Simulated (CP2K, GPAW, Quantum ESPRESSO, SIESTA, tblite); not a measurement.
# Amorphous carbon (160 atoms) in CP2K

Wanted: CP2K inputs and outputs for amorphous carbon (160 atoms), checked against a plane-wave reference.

Calculated with CP2K 2026.2; the method is named at each step.

## Step 1: Set-up

The cell holds 160 atoms: 160 C. Cell: a = 12.341 Å, b = 12.341 Å, c = 12.341 Å, α = 90.0°, β = 90.0°, γ = 90.0°. 160 atoms (160 C) placed at random at 1.7 g/cm³, melted at 6000 K for 10 ps at fixed volume with the LCBOP (Los and Fasolino, Phys. Rev. B 68, 024107 (2003)). Quenched from 4800 K to 100 K at 500 K/ps and fixed volume, held 5 ps. Then every atom was moved at random, 0.03 Å r.m.s. a Cartesian component.

The yardstick, on the same geometry:

- method: Kohn-Sham DFT, PBE, SSSP efficiency 1.3.0 pseudopotentials, plane waves (Quantum ESPRESSO 7.5); sssp-pbe-1.3.0-efficiency, cutoffs 45/360 Ry, Γ point
- r.m.s. force component: 2.02 eV/Å
- longest force: 9.989 eV/Å
- pressure: -10.11 GPa
- time: 5.2 min on 4 MPI ranks of Arm Neoverse V1, shared host
- CPU time: 21 min

## Step 2: PBE, DZVP-UZH, 450/50 Ry, diagonalisation

Method: Kohn-Sham DFT, PBE, GTH-PBE pseudopotentials, Gaussian and plane waves, DZVP-MOLOPT (UZH set), diagonalisation.

Contents of input.inp:

```
&GLOBAL
  PROJECT cell
  RUN_TYPE ENERGY_FORCE
  PRINT_LEVEL LOW
&END GLOBAL
&FORCE_EVAL
  METHOD QS
  STRESS_TENSOR ANALYTICAL
  &DFT
    BASIS_SET_FILE_NAME BASIS_MOLOPT_UZH
    POTENTIAL_FILE_NAME POTENTIAL_UZH
    &MGRID
      CUTOFF 450
      REL_CUTOFF 50
    &END MGRID
    &QS
      EPS_DEFAULT 1.0E-12
    &END QS
    &SCF
      SCF_GUESS ATOMIC
      EPS_SCF 5.0E-06
      MAX_SCF 200
      ADDED_MOS 72
      &DIAGONALIZATION
        ALGORITHM STANDARD
      &END DIAGONALIZATION
      &SMEAR ON
        METHOD FERMI_DIRAC
        ELECTRONIC_TEMPERATURE [K] 580
      &END SMEAR
      &MIXING
        METHOD BROYDEN_MIXING
        ALPHA 0.15
        NBROYDEN 12
      &END MIXING
      &PRINT
        &RESTART OFF
        &END RESTART
      &END PRINT
    &END SCF
    &XC
      &XC_FUNCTIONAL PBE
      &END XC_FUNCTIONAL
    &END XC
    &PRINT
      &MULLIKEN ON
      &END MULLIKEN
      &HIRSHFELD ON
        SHAPE_FUNCTION DENSITY
      &END HIRSHFELD
      &MO ON
        EIGENVALUES T
        OCCUPATION_NUMBERS T
        MO_INDEX_RANGE 309 332
        &EACH
          QS_SCF 0
        &END EACH
        ADD_LAST NUMERIC
      &END MO
    &END PRINT
  &END DFT
  &SUBSYS
    &CELL
      A 12.34060 0.00000 0.00000
      B 0.00000 12.34060 0.00000
      C 0.00000 0.00000 12.34060
    &END CELL
    &COORD
      C 3.40440 9.66726 8.25993
      C 9.03369 10.71855 0.40465
      C 9.16117 11.39408 9.16907
      C 7.84986 11.97199 8.59436
      C 11.00905 0.82707 5.83575
      C 2.20601 2.41135 3.20473
      C 5.74048 4.54788 8.99235
      C 10.45212 2.25636 0.29062
      C 4.40448 6.46746 0.30518
      C 6.20165 7.59539 10.08128
      C 7.45779 1.91872 7.91736
      C 9.48313 2.03188 1.24949
      C 9.12378 10.29021 11.33657
      C 2.06273 9.77425 4.42127
      C 6.94739 3.35035 6.03492
      C 0.67577 9.38392 8.10185
      C 11.59622 3.55928 10.56898
      C 8.92793 9.63850 1.35265
      C 11.06409 8.86191 3.61493
      C 4.85047 7.70337 7.35068
      C 4.34290 5.00016 0.13760
      C 5.28350 0.00062 4.94969
      C 4.99905 4.93340 5.54068
      C 3.48684 2.51403 2.75405
      C 5.27487 8.57758 9.69897
      C 9.37170 6.85718 2.15183
      C 4.19963 5.41654 6.57384
      C 1.07104 3.31604 7.44854
      C 1.16051 10.02205 11.98322
      C 7.00736 1.68795 9.34541
      C 8.99074 5.63336 6.85187
      C 10.16273 10.82900 8.22982
      C 9.40169 11.37273 10.51148
      C 5.61769 4.43657 2.19070
      C 6.74056 0.26878 9.43846
      C 5.34027 11.94484 9.71625
      C 5.39161 5.94977 4.40411
      C 2.21119 1.40547 10.15656
      C 7.66080 11.17355 4.36216
      C 10.27910 5.68371 7.46174
      C 9.27211 0.57729 1.62822
      C 0.97676 0.56693 9.86902
      C 8.27993 3.61333 10.74817
      C 8.06372 3.06084 5.19292
      C 9.74636 0.18499 11.45479
      C 8.97125 9.95121 2.82711
      C 3.51917 1.23517 9.25854
      C 3.33665 9.58778 3.91543
      C 7.78359 5.66804 7.69844
      C 9.01826 8.75837 5.09988
      C 6.71477 6.47388 12.25718
      C 3.78424 6.84977 6.96590
      C 4.10745 12.22892 8.97951
      C 5.49663 7.97844 3.37972
      C 0.06849 2.90239 5.32040
      C 9.57470 0.73217 5.36754
[... 100 atom lines left out ...]
      C 3.68342 4.43817 7.49975
      C 1.28046 3.33640 2.41308
      C 4.55306 3.86717 8.48095
      C 8.34558 10.98980 5.73900
    &END COORD
    &KIND C
      BASIS_SET DZVP-MOLOPT-PBE-GTH-q4
      POTENTIAL GTH-PBE-q4
    &END KIND
  &END SUBSYS
  &PRINT
    &FORCES ON
    &END FORCES
    &STRESS_TENSOR ON
    &END STRESS_TENSOR
  &END PRINT
&END FORCE_EVAL
```

Command:

```bash
$ OMP_NUM_THREADS=1 mpirun -np 4 cp2k.psmp -i input.inp > output.txt
```

Numbers of over 12 decimals in the logs are rounded to 6 here.

The program printed:

```text
CP2K| version string:                                       CP2K version 2026.2
 CP2K| Input file name                                                 input.inp
 GLOBAL| Basis set file name                                    BASIS_MOLOPT_UZH
 GLOBAL| Potential file name                                       POTENTIAL_UZH
 GLOBAL| Run type                                                   ENERGY_FORCE
 GLOBAL| Total number of message passing processes                             4
 GLOBAL| Number of threads for this process                                    1
 TOTAL NUMBERS AND MAXIMUM NUMBERS
  Total number of            - Atomic kinds:                                   1
                             - Atoms:                                        160
                             - Shell sets:                                   160
                             - Shells:                                       800
                             - Primitive Cartesian functions:                800
                             - Cartesian basis functions:                   2240
                             - Spherical basis functions:                   2080
  Maximum angular momentum of- Orbital basis functions:                        2
                             - Local part of the GTH pseudopotential:          2
                             - Non-local part of the GTH pseudopotential:      0
 SCF PARAMETERS         Density guess:                                    ATOMIC
                        max_scf:                                             200
                        eps_scf:                                        5.00E-06
                        added MOs                                        72    0
                        Mixing method:                            BROYDEN_MIXING
                                                charge density mixing in g-space
                        Smear method:                                FERMI_DIRAC
                        Electronic temperature [K]:                        580.0
                        Electronic temperature [a.u.]:                  1.84E-03
                        Accuracy threshold:                             1.00E-10
 Extrapolation method: initial_guess
 Number of electrons:                                                        640
 Number of occupied orbitals:                                                320
 Number of molecular orbitals:                                               392
 Number of orbital functions:                                               2080
 Number of independent orbital functions:                                   2080
 SCF WAVEFUNCTION OPTIMIZATION
  Step     Update method      Time    Convergence         Total energy    Change
     1 NoMix/Diag. 0.15E+00    7.6     0.77060904      -909.6198179650 -9.10E+02
     2 Broy./Diag. 0.15E+00    9.5     0.39412420      -844.2338336162  6.54E+01
     3 Broy./Diag. 0.15E+00    9.4     0.47409248      -864.2051930535 -2.00E+01
     4 Broy./Diag. 0.15E+00    9.3     0.92105552      -888.4512626112 -2.42E+01
[...]
25 Broy./Diag. 0.15E+00    9.4     0.00000610      -904.8414876946 -1.73E-04
    26 Broy./Diag. 0.15E+00    9.4     0.00000270      -904.8417232895 -2.36E-04
  *** SCF run converged in    26 steps ***
  Electronic density on regular grids:       -639.9999999999        0.0000000001
  Core density on regular grids:              639.9999999994       -0.0000000006
  Total charge density on r-space grids:       -0.0000000004
  Total charge density g-space grids:          -0.0000000004
  Overlap energy of the core charge distribution:               3.20375e-05
  Self energy of the core charge distribution:              -2133.074689
  Core Hamiltonian energy:                                    652.403592
  Hartree energy:                                             849.009944
  Exchange-correlation energy:                               -273.165852
  Electronic entropic energy:                                  -0.014749
  Fermi energy:                                                 0.108799
  Total energy:                                              -904.841723
  Total energy (extrapolated to T->0):                       -904.834349
 MO| EIGENVALUES AND OCCUPATION NUMBERS
 MO|
 MO|  Index      Eigenvalue [a.u.]        Eigenvalue [eV]             Occupation
 MO|    309               0.089260               2.428884               1.999952
 MO|    310               0.091958               2.502315               1.999792
 MO|    311               0.093053               2.532109               1.999622
[...]
MO|    331               0.126713               3.448039               0.000116
 MO|    332               0.129575               3.525920               0.000024
 MO| Sum:                                                             640.000000
 MO| E(Fermi):            0.108799 a.u.          2.960573 eV
 !-----------------------------------------------------------------------------!
                     Mulliken Population Analysis
 #  Atom  Element  Kind  Atomic population                           Net charge
       1     C        1          4.002715                             -0.002715
       2     C        1          3.957435                              0.042565
       3     C        1          4.009723                             -0.009723
[...]
159     C        1          3.978320                              0.021680
     160     C        1          4.002936                             -0.002936
 # Total charge                            640.000000                  0.000000
 !-----------------------------------------------------------------------------!
 !-----------------------------------------------------------------------------!
                           Hirshfeld Charges
  #Atom  Element  Kind  Ref Charge     Population                    Net charge
      1       C      1       4.000          3.983                         0.017
      2       C      1       4.000          4.006                        -0.006
      3       C      1       4.000          3.997                         0.003
[...]
159       C      1       4.000          3.992                         0.008
    160       C      1       4.000          4.003                        -0.003
  Total Charge                                                           -0.000
 !-----------------------------------------------------------------------------!
 ENERGY| Total FORCE_EVAL ( QS ) energy [hartree]           -904.841914
 FORCES| Atomic forces [hartree/bohr]
 FORCES|   Atom     x               y               z               |f|
 FORCES|      1 -2.51145475E-03 -4.88904998E-02 -3.97620964E-03   4.91161747E-02
 FORCES|      2  1.54064500E-02  2.11642078E-02 -5.10957481E-03   2.66718980E-02
 FORCES|      3 -6.78343077E-02  1.84825263E-02 -1.12347499E-01   1.32533232E-01
[...]
FORCES|    159 -2.41790043E-02 -3.27308468E-02 -1.42228521E-02   4.31071003E-02
 FORCES|    160  3.26234484E-02  1.23435810E-02  3.34238286E-02   4.83094783E-02
 FORCES| Sum    -2.37459768E-05  2.85838481E-05  8.97045651E-06
 FORCES| Total atomic force                                       3.82279593E-05
 STRESS| Analytical stress tensor [bar]
 STRESS|                        x                   y                   z
 STRESS|      x       -1.03169096746E+05   2.09728448530E+03  -4.95366482961E+03
 STRESS|      y        2.09728448530E+03  -1.12294496408E+05  -1.87386723788E+04
 STRESS|      z       -4.95366482961E+03  -1.87386723788E+04  -6.18057990565E+04
 STRESS| 1/3 Trace                                            -9.24231307369E+04
```

Run time: 4.4 min. Hardware: 4 MPI ranks of Arm Neoverse V1, shared host; peak memory 4.8 GiB; 18 min of CPU time.

Banners, paths, timers and routine set-up lines are dropped from the logs unmarked, and long logs keep their key lines alone; longer cuts are marked.

Compared with the plane-wave run:

| Property | Result |
| --- | --- |
| r.m.s. force component | 2.048 eV/Å |
| r.m.s. difference of force components | 47.25 meV/Å |
| longest difference of force vectors | 193.7 meV/Å |
| force difference over r.m.s. force | 2.339 % |
| slope of forces against the reference's | 1.014 |
| correlation of force components | 0.9998 |
| pressure | -9.242 GPa |
| pressure difference | 0.8677 GPa |

A closer look about C73, which has 2 bonded neighbours where the commonest count for C is 3: 9 atoms, nearest first, numbered in the order of the input, with positions taken from that point.

| atom | x | y | z | distance (Å) | bonds | Hirshfeld charge (e) | Fx | Fy | Fz (eV/Å) |
| --- | --- | --- | --- | --- | --- | --- | --- | --- | --- |
| C73 | 0.00 | 0.00 | 0.00 | 0.00 | 2 | -0.03 | 2.96 | 4.67 | 1.78 |
| C30 | -0.46 | -0.85 | -0.96 | 1.37 | 3 | -0.01 | 1.48 | 0.63 | -0.14 |
| C43 | 0.81 | 1.07 | 0.44 | 1.41 | 2 | -0.01 | -2.40 | -3.95 | -2.29 |
| C11 | -0.01 | -0.62 | -2.39 | 2.47 | 3 | 0.03 | 0.69 | -0.28 | 0.83 |
| C35 | -0.73 | -2.27 | -0.87 | 2.54 | 3 | 0.03 | -1.67 | -1.54 | -0.13 |
| C91 | 1.74 | 1.97 | 0.91 | 2.78 | 3 | -0.01 | -1.23 | -2.10 | -0.54 |
| C75 | -0.51 | 1.89 | -2.18 | 2.93 | 3 | 0.00 | 0.15 | 5.18 | 1.53 |
| C7 | -1.73 | 2.01 | -1.32 | 2.96 | 3 | -0.01 | 0.11 | 0.82 | 0.17 |
| C149 | -0.32 | 0.67 | -2.88 | 2.97 | 3 | -0.01 | 0.96 | -2.44 | -0.29 |

Forces lie 2.3 % from the reference's, at 0.86 times its CPU time.

## Step 3: PBE, SZV-MOLOPT-SR, 450/50 Ry, diagonalisation

Method: Kohn-Sham DFT, PBE, GTH-PBE pseudopotentials, Gaussian and plane waves, SZV-MOLOPT-SR-GTH, diagonalisation.

input.inp, as its differences from that of step 2:

```diff
@@ -9,4 +9,4 @@
   &DFT
-    BASIS_SET_FILE_NAME BASIS_MOLOPT_UZH
-    POTENTIAL_FILE_NAME POTENTIAL_UZH
+    BASIS_SET_FILE_NAME BASIS_MOLOPT
+    POTENTIAL_FILE_NAME GTH_POTENTIALS
     &MGRID
@@ -67,7 +67,8 @@
     &END CELL
-    &COORD
-[... 160 atom lines left out: the same atoms as in the first run ...]
-    &END COORD
+    &TOPOLOGY
+      COORD_FILE_NAME structure.xyz
+      COORD_FILE_FORMAT XYZ
+    &END TOPOLOGY
     &KIND C
-      BASIS_SET DZVP-MOLOPT-PBE-GTH-q4
+      BASIS_SET SZV-MOLOPT-SR-GTH-q4
       POTENTIAL GTH-PBE-q4
```

Contents of structure.xyz:

```xyz
160

C 3.40440 9.66726 8.25993
C 9.03369 10.71855 0.40465
C 9.16117 11.39408 9.16907
C 7.84986 11.97199 8.59436
C 11.00905 0.82707 5.83575
C 2.20601 2.41135 3.20473
C 5.74048 4.54788 8.99235
C 10.45212 2.25636 0.29062
C 4.40448 6.46746 0.30518
C 6.20165 7.59539 10.08128
C 7.45779 1.91872 7.91736
C 9.48313 2.03188 1.24949
C 9.12378 10.29021 11.33657
C 2.06273 9.77425 4.42127
C 6.94739 3.35035 6.03492
C 0.67577 9.38392 8.10185
C 11.59622 3.55928 10.56898
C 8.92793 9.63850 1.35265
C 11.06409 8.86191 3.61493
C 4.85047 7.70337 7.35068
[... 136 atom lines left out ...]
C 3.68342 4.43817 7.49975
C 1.28046 3.33640 2.41308
C 4.55306 3.86717 8.48095
C 8.34558 10.98980 5.73900
```

Command:

```bash
$ OMP_NUM_THREADS=2 cp2k.psmp -i input.inp > output.txt
```

The program printed:

```text
CP2K| version string:                                       CP2K version 2026.2
 CP2K| Input file name                                                 input.inp
 GLOBAL| Basis set file name                                        BASIS_MOLOPT
 GLOBAL| Potential file name                                      GTH_POTENTIALS
[... lines left out ...]
 Number of electrons:                                                        640
[... lines left out ...]
  Step     Update method      Time    Convergence         Total energy    Change
[... lines left out ...]
  *** SCF run converged in    34 steps ***
[... lines left out ...]
  Fermi energy:                                                 0.147727
  Total energy:                                              -901.221739
  Total energy (extrapolated to T->0):                       -901.214404
[... lines left out ...]
 MO| E(Fermi):            0.147727 a.u.          4.019867 eV
[... lines left out ...]
 ENERGY| Total FORCE_EVAL ( QS ) energy [hartree]           -901.221732
[... lines left out ...]
 FORCES|      1 -5.86060545E-03 -6.01811396E-02 -4.50454586E-03   6.06333835E-02
 FORCES|      2  1.76760031E-02  2.62977267E-02 -8.98771374E-03   3.29361582E-02
 FORCES|      3 -9.02919747E-02  2.05056959E-02 -1.49062438E-01   1.75478588E-01
[...]
FORCES|    159 -3.18252559E-02 -3.96457565E-02 -2.07805979E-02   5.49223649E-02
 FORCES|    160  4.12469759E-02  1.25209895E-02  3.96764063E-02   5.85858807E-02
 FORCES| Sum     1.39137044E-04 -5.06485548E-05 -3.18295253E-05
 FORCES| Total atomic force                                       1.51451351E-04
 STRESS| Analytical stress tensor [bar]
 STRESS|                        x                   y                   z
 STRESS|      x       -6.25820949269E+04   1.94443272492E+03  -1.04076839335E+04
 STRESS|      y        1.94443272492E+03  -6.71153254040E+04  -2.44843648585E+04
 STRESS|      z       -1.04076839335E+04  -2.44843648585E+04  -2.04664368766E+03
 STRESS| 1/3 Trace                                            -4.39146880062E+04
```

Run time: 3.7 min. Hardware: 2 threads; peak memory 3.4 GiB; 6.8 min of CPU time.

Against the reference:

* r.m.s. force component: 2.65 eV/Å
* r.m.s. difference of force components: 679.6 meV/Å
* longest difference of force vectors: 2763 meV/Å
* force difference over r.m.s. force: 33.65 %
* slope of forces against the reference's: 1.304
* correlation of force components: 0.994
* pressure: -4.391 GPa
* pressure difference: 5.718 GPa

This is a coarse setting, run to see what it loses.

Against the first run (2.3 %), the force difference from the reference is 34 %, at 0.38 times the CPU time (on 2 against 4 cores), with 640 basis functions against 2080; this set comes with other potentials too, so the change isn't the basis's alone.

(Continued in part 2 of 2.)

[Also dropped from logs without a mark: logging warnings of Python, and SIESTA's first energy breakdown and zero terms.]

[Logs are printed without paths, hosts, clocks, repeated set-up lines and the standing remarks that a program may print on its own settings, such as how far it seeks lower states.]

[Hosts, paths, dates, database ids (printed as entryN), source tags and the programs' standing remarks are cut or masked in the printed files.]
